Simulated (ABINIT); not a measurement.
# Calculated records

```xyz
2
Lattice="0.000 2.254 2.254 2.254 0.000 2.254 2.254 2.254 0.000" Properties=species:S:1:pos:R:3 pbc="T T T" subject="Beyond one shot: GaN (F-43m)" method="RPA screening on PBE, plane waves, norm-conserving pseudopotentials (and 3 further levels or steps)" program="ABINIT 10.8.3" settings="cutoff 45 Ha, PseudoDojo scalar-relativistic 0.4 stringent, norm-conserving, ngkpt (6, 6, 6), nband 182, ecuteps 9.6 Ha, inclvkb 2, shiftk (0, 0, 0), symchi 1, awtr 1, frequency ppm, 6×6×6 k-mesh" cost="6 runs, 56 min in all on 8 MPI ranks of AMD EPYC 7R43, shared host" notes="The cell and positions are those that the Materials Project relaxed with its own functionals (PBE, PBE+U or r2SCAN), kept fixed. This is not the form that GaN usually takes at ambient conditions. Limits: no spin-orbit coupling. The first cycle of evGW0 takes the full correction, without the factor Z, so it overshoots the one-shot value." g0w0="2.634 eV" evgw0_cycle_1="2.854 eV" evgw0_cycle_2="2.781 eV" evgw0_cycle_3="2.782 eV" known_limits="short of the basis limit; no spin-orbit coupling"
Ga    0.000    0.000    0.000
N     3.380    3.380    3.380
```

[Long decimals in the printed logs are rounded to 6 places.]

[Logs are printed without paths, hosts, clocks, repeated set-up lines and the standing remarks that a program may print on its own settings, such as how far it seeks lower states.]

[Paths, hosts, dates, memory and timing lines, banners, echoed tables and standing remarks are left out of the program output; an Ansatz launch command may be rebuilt from the run's recorded settings. Measured values are a selection of at most five: reports struck by readers or far from the other reports are left out. None is set beside runs whose start may be inverted or whose files or cutoffs have a known fault.]

[Runs of the session that timed out or met a known fault of the program may be left out.]

[Hosts, paths, dates, database ids (printed as entryN), source tags and the programs' standing remarks are cut or masked in the printed files.]

[G0W0 gaps are taken among the corrected bands and points alone; a level outside them can change the order at an edge.]

[Where Ansatz stands beside ABINIT at settings called matched, ABINIT's density can come from a denser mesh and the files from another edition; pairs whose starting gaps differed by over 0.03 eV were left out, so agreement reads better than it is.]
